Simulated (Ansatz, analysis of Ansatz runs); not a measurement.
# Local vibrational mode of the bond-centred H+ along c in ZnO (PBE), part 2 of 2

Aim: the local vibrational mode of the bond-centred H+ along c in ZnO, to be set beside the measurement. Set-up: PBE, 72-site cell, PBE lattice, 420 eV, k: the single point 1/4 1/4 1/4, the defect atoms alone displaced. The model is a cell of 72 host atoms with 1 H put in. The frequencies come from the force constants of the defect atoms alone, with every neighbour held at rest.

Ansatz 0.2.0; PBE, 72-site cell, PBE lattice, 420 eV, k: the single point 1/4 1/4 1/4, the defect atoms alone displaced.

So far: Starting point; Relaxation, charge +1.

## Step 2: Relaxation, charge +1 (continued)

Level of this step: plane-wave PAW DFT, PBE; relaxation of all atoms of a defect supercell (Ansatz).

Step by step:

| step | energy less that of the first step (eV) | largest force component (eV/Å) |
| --- | --- | --- |
| 1 | 0.0000 | 1.7412 |
| 2 | -0.6270 | 1.0005 |
| 3 | -0.9430 | 3.0045 |
| 4 | -1.0394 | 0.2056 |
| 5 | -1.0438 | 0.0497 |
| 6 | -1.0437 | 0.0763 |
| 7 | -1.0438 | 0.0501 |
| 8 | -1.0437 | 0.0760 |
| 9 | -1.0450 | 0.0035 |

Relaxation steps 6, 8 were tried and not accepted.

The atoms that moved most (Å, from the sites as typed, ahead of the random displacement, the mean shift of all atoms taken out):

| atom | dx | dy | dz | length |
| --- | --- | --- | --- | --- |
| Zn33 | -0.004 | 0.002 | -0.358 | 0.358 |
| Zn38 | 0.111 | -0.064 | 0.105 | 0.166 |
| Zn46 | 0.003 | 0.121 | 0.104 | 0.160 |
| Zn14 | -0.103 | -0.064 | 0.103 | 0.159 |
| Zn34 | 0.098 | -0.056 | -0.093 | 0.147 |
| Zn10 | -0.093 | -0.057 | -0.095 | 0.145 |
| Zn42 | 0.003 | 0.110 | -0.095 | 0.145 |
| O40 | 0.002 | -0.001 | 0.128 | 0.128 |

Neighbours of H73 at the end:

| atom | distance (Å) |
| --- | --- |
| O36 | 0.974 |
| Zn33 | 2.102 |
| Zn38 | 2.487 |
| Zn46 | 2.488 |
| Zn14 | 2.488 |
| O35 | 2.753 |
| O43 | 2.764 |
| O11 | 2.765 |

Read from the output:

- free energy: -139950.5142 eV

The relaxation ends 14 meV an atom lower than the displaced start, with a largest force component of 0.0035 eV/Å.

## Step 3: Local vibrational modes

Small displacements give forces, and their differences give the force constants; the supercell sets the range that they can have.

Only the defect atoms are displaced.

This step: plane-wave PAW DFT, PBE; finite-displacement force constants among the atoms nearest to a defect, the others at rest.

The input, modes/input.yaml:

```yaml
crystal:
  lattice:
    - [9.83855992, 0.0, 0.0]
    - [-4.91927996, 8.52044282, 0.0]
    - [0.0, 0.0, 10.58650211]
  atoms:
    - { symbol: Zn, position: [0.111052051, 0.221757834, 0.250195912] }
    - { symbol: Zn, position: [0.221883259, 0.109348604, 0.000909492] }
[... 1 atom line left out ...]
    - { symbol: O, position: [0.112200902, 0.222990388, 0.439771782] }
[... 6 atom lines left out ...]
    - { symbol: O, position: [0.218410156, 0.442556015, 0.185244224] }
    - { symbol: O, position: [0.112311092, 0.555223213, 0.439715976] }
[... 1 atom line left out ...]
    - { symbol: Zn, position: [0.208266958, 0.437002982, 0.50956869] }
[... 18 atom lines left out ...]
    - { symbol: Zn, position: [0.444460372, 0.555802675, 0.173561963] }
[... 1 atom line left out ...]
    - { symbol: O, position: [0.557550103, 0.442827557, 0.18537063] }
    - { symbol: O, position: [0.444897683, 0.555429114, 0.464128204] }
[... 1 atom line left out ...]
    - { symbol: Zn, position: [0.56339071, 0.437012804, 0.509805997] }
[... 4 atom lines left out ...]
    - { symbol: O, position: [0.557686109, 0.781854098, 0.185276724] }
    - { symbol: O, position: [0.445077495, 0.888011483, 0.439719372] }
[... 1 atom line left out ...]
    - { symbol: Zn, position: [0.563266955, 0.792039307, 0.509676653] }
[... 26 atom lines left out ...]
    - { symbol: H, position: [0.445186008, 0.555337255, 0.372115542] }
total_charge: 1
basis:
  ecutwfc: 420
  xc_grid: 2
hamiltonian:
  xc: pbe
kpoints:
  mp_grid: { grid: [1, 1, 1], shift: [0.25, 0.25, 0.25] }
scf:
  occupations: { method: fermi_dirac, width: 0.01 }
  max_iter: 120
output: {}
checkpoint:
  read: "../relax.run"
phonons:
  supercell: [1, 1, 1]
  displaced_sites: [72]
```

Command:

```
$ ansatz run input.yaml --threads 2 --pin off --max-ram 4710MiB --backend cpu --events-out ev --progress --plain --runs-dir out
```

Numbers of over 12 decimals in the logs are rounded to 6 here.

The log of the run:

```text
[...]
Crystal: 73 atoms, lattice volume = 887.455 Å³
Basis set: ecut = 420 eV, 17351 PW (Γ), exchange–correlation on 144×144×144 points (8 copies of the dense FFT grid, shifted against one another)
Bands: 397, of which v1, the nominal top of the filled ones, is band 324 counted from 1 (323 counted from 0)
Symmetry: 1 space group operations
k-points: 1
[...]
Stability of the state it starts from, as read at its close in the unpolarized treatment: not read negative (Ritz values of 1 − χ₀K, real part plus size of imaginary part, from 1.0 to 1.5, by its mixing steps under no symmetry)
[...]
iter 1 solved again at ethr=7.81e-12 eV; its pass at ethr=3.10e-3 eV (dr2=5.06e-8 eV) is discarded
[...]
SCF iter   6: F=-139950.514228 eV  HF=-139950.514228 eV  |F-HF|=0.00e0  |Δ(HF+E_count)|=  5.82e-11  Δρ=4.72e-8  dr2=2.01e-11  ethr=1.00e-12  ⟨swp⟩=5.0  Hψ=1338  notcnv=0
[...]
max |Σ_I F_I| component: 2.71e-5 eV/Å
--- Band table (eV) ---
[...]
--- Phonons: 6 displaced members + reference (amplitude 0.0025 Å, Σ member SCF iterations 61) ---
  symmetry images taken by strict's conditions (phonons.symmetry_images: auto; settled by no image being taken that strict refuses)
  force constants formed among 1 of 73 sites (H 72); the other 72 at rest. The modes move the named sites alone.
  the frequencies, the zero-point energy and the sums are of the block with the acoustic sum rule laid on its rows. Row sums over every site: 7.2e-4 eV/Å² at the most
  transpose residual: 5.9e-5 eV/Å²
  largest component of a force at the reference: 3.5e-3 eV/Å on a named site, 3.3e-3 eV/Å on a site at rest
  frequencies among the named sites at Γ of the cell (cm⁻¹): 584.11 589.55 3503.80
  unstable modes among the named sites: 0
  frequencies as built, with no sum rule (cm⁻¹): 584.08 589.52 3503.83
  zero-point energy: 0.289966 eV/cell   skipped modes (ω ≤ 0): 0
  not written: the harmonic force-constant file, the file of eigenvectors (these modes' are written with the force constants), the density of states and the dispersion, which are of every site
[key lines of the parts left out:]
SCF converged after 6 iterations
Free energy (F): -139950.514228 eV
Fermi energy:    7.698338 eV
```

Elapsed: 7 min, on 2 threads of Arm Neoverse V1, shared host; peak memory 2.1 GiB.

This step gave:

```
free energy : -139950.5142 eV
```

The modes with the largest weight on the probed atoms (the light atom of a pair), for the masses of each isotope. Modes of the displaced atoms (local only where they lie over the host's phonons):

| isotopes | mode (cm⁻¹) | share of the defect atoms |
| --- | --- | --- |
| H | 3504 | 1 |
| H | 589.6 | 1 |
| H | 584.2 | 1 |
| D | 2479 | 1 |
| D | 417.1 | 1 |
| D | 413.2 | 1 |

## Step 4: Summary of results

```
distance from the defect atom to its nearest neighbour : 0.974 Å
O-H stretch, 1H                                        : 3504 cm⁻¹
O-D stretch, 2H                                        : 2479 cm⁻¹
time of the whole chain                                : 14 min on 2 threads
```

In words: O-H stretch, 1H: computed 3504 cm⁻¹, measured 3611.3 cm⁻¹; 107 cm⁻¹ (3 %) below the measurement. O-D stretch, 2H: computed 2479 cm⁻¹, measured 2668 cm⁻¹; 189 cm⁻¹ (7 %) below the measurement. The computed value is harmonic, while the measured line is the anharmonic fundamental, which for X–H stretches usually lies a few per cent lower. With its neighbours held rigid the defect atom loses their recoil, which lowers a mode in which they move against it.

[Logs are printed without paths, hosts, clocks, repeated set-up lines and the standing remarks that a program may print on its own settings, such as how far it seeks lower states.]

[Hosts, paths, dates, database ids (printed as entryN), source tags and the programs' standing remarks are cut or masked in the printed files.]

[For some hosts the program warned that the k-mesh of the response run may be too coarse for force constants and the static dielectric constant; such warnings are not shown here.]
